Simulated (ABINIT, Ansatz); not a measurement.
Planning a run of ABINIT 10.8.3 on Rb2AlTlH6 (Fm-3m). The input:

```
acell 3*1.0 Angstrom
rprim 
  0.000000000000 4.343365000000 4.343365000000
  4.343365000000 -0.000000000000 4.343365000000
  4.343365000000 4.343365000000 -0.000000000000
ntypat 4
znucl 37 13 81 1
natom 10
typat 1 1 2 3 4 4 4 4 4 4
xred 
  0.250000000000 0.250000000000 0.250000000000
  0.750000000000 0.750000000000 0.750000000000
  0.500000000000 0.500000000000 0.500000000000
  0.000000000000 0.000000000000 -0.000000000000
  0.294156000000 0.705844000000 0.705844000000
  0.294156000000 0.705844000000 0.294156000000
  0.705844000000 0.294156000000 0.705844000000
  0.705844000000 0.705844000000 0.294156000000
  0.294156000000 0.294156000000 0.705844000000
  0.705844000000 0.294156000000 0.294156000000
pp_dirpath "pseudos"
pseudos "Rb.upf, Al.upf, Tl.upf, H.upf"
ecut 31
ngkpt 2 2 2
nshiftk 1
shiftk 0 0 0
kptopt 1
chksymbreak 0
istwfk *1
occopt 1
irdwfk 1
optdriver 3
nband 286
ecuteps 6.5
inclvkb 2
awtr 1
symchi 1
indata_prefix "in"
outdata_prefix "out"
tmpdata_prefix "tmp"
```

```sh
OMP_NUM_THREADS=1 mpirun -n 4 abinit run.abi > log
```

Q: Estimate wall time and host memory on 4 MPI ranks of Arm Neoverse V1, shared host.

It took 82 s; on shared hardware allow 41 s to 2.7 min. Peak host memory was 2.5 GiB.

[Paths, hosts, dates, memory and timing lines, banners, echoed tables and standing remarks are left out of the program output.]

[Logs are printed without paths, hosts, clocks, repeated set-up lines and the standing remarks that a program may print on its own settings, such as how far it seeks lower states.]

[Runs of the session that timed out or met a known fault of the program may be left out.]

[Hosts, paths, dates, database ids (printed as entryN), source tags and the programs' standing remarks are cut or masked in the printed files.]

[G0W0 gaps are taken among the corrected bands and points alone; a level outside them can change the order at an edge.]

[Where Ansatz stands beside ABINIT at settings called matched, ABINIT's density can come from a denser mesh and the files from another edition; pairs whose starting gaps differed by over 0.03 eV were left out, so agreement reads better than it is.]
